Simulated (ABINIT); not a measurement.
Planning a run of ABINIT 10.8.3 on BaTiO3 (P4mm). The input:

```
acell 3*1.0 Angstrom
rprim 
  3.999800000000 0.000000000000 0.000000000000
  0.000000000000 3.999800000000 0.000000000000
  0.000000000000 0.000000000000 4.018000000000
ntypat 3
znucl 56 22 8
natom 5
typat 1 2 3 3 3
xred 
  0.000000000000 0.000000000000 0.000000000000
  0.500000000000 0.500000000000 0.490000000000
  0.500000000000 0.500000000000 0.019000000000
  0.500000000000 0.000000000000 0.517000000000
  0.000000000000 0.500000000000 0.517000000000
pp_dirpath "pseudos"
pseudos "Ba.upf, Ti.upf, O.upf"
ecut 38
ngkpt 4 4 4
nshiftk 1
shiftk 0 0 0
kptopt 1
chksymbreak 0
istwfk *1
occopt 1
irdwfk 1
optdriver 4
nband 118
gwcalctyp 10
ecutsigx 38
symsigma 1
nkptgw 18
kptgw 
  0.0000000000 0.0000000000 0.0000000000
  0.2500000000 0.0000000000 0.0000000000
  0.5000000000 0.0000000000 0.0000000000
  0.2500000000 0.2500000000 0.0000000000
  0.5000000000 0.2500000000 0.0000000000
  0.5000000000 0.5000000000 0.0000000000
  0.0000000000 0.0000000000 0.2500000000
  0.2500000000 0.0000000000 0.2500000000
  0.5000000000 0.0000000000 0.2500000000
  0.2500000000 0.2500000000 0.2500000000
  0.5000000000 0.2500000000 0.2500000000
  0.5000000000 0.5000000000 0.2500000000
  0.0000000000 0.0000000000 0.5000000000
  0.2500000000 0.0000000000 0.5000000000
  0.5000000000 0.0000000000 0.5000000000
  0.2500000000 0.2500000000 0.5000000000
  0.5000000000 0.2500000000 0.5000000000
  0.5000000000 0.5000000000 0.5000000000
bdgw 
  12 24
  12 24
  12 24
  12 24
  12 24
  12 24
  12 24
  12 24
  12 24
  12 24
  12 24
  12 24
  12 24
  12 24
  12 24
  12 24
  12 24
  12 24
ecuteps 4.8
irdscr 1
ppmodel 1
irdqps 1
indata_prefix "in"
outdata_prefix "out"
tmpdata_prefix "tmp"
```

The database entry behind the starting cell differs from other determinations of this structure, so it need not match the best structure at room temperature.

```sh
OMP_NUM_THREADS=1 mpirun -n 8 abinit run.abi > log
```

**Question.** How long will it take on 8 MPI ranks of Arm Neoverse N1, shared host, and how much memory?

It took 8.1 min; on shared hardware allow 4 min to 16 min. Peak host memory was 4.4 GiB.

[Long decimals in the printed logs are rounded to 6 places.]

[Logs are printed without paths, hosts, clocks, repeated set-up lines and the standing remarks that a program may print on its own settings, such as how far it seeks lower states.]

[Paths, hosts, dates, memory and timing lines, banners, echoed tables and standing remarks are left out of the program output; an Ansatz launch command may be rebuilt from the run's recorded settings. Measured values are a selection of at most five: reports struck by readers or far from the other reports are left out. None is set beside runs whose start may be inverted or whose files or cutoffs have a known fault.]

[Runs of the session that timed out or met a known fault of the program may be left out.]

[Hosts, paths, dates, database ids (printed as entryN), source tags and the programs' standing remarks are cut or masked in the printed files.]

[G0W0 gaps are taken among the corrected bands and points alone; a level outside them can change the order at an edge.]

[Where Ansatz stands beside ABINIT at settings called matched, ABINIT's density can come from a denser mesh and the files from another edition; pairs whose starting gaps differed by over 0.03 eV were left out, so agreement reads better than it is.]
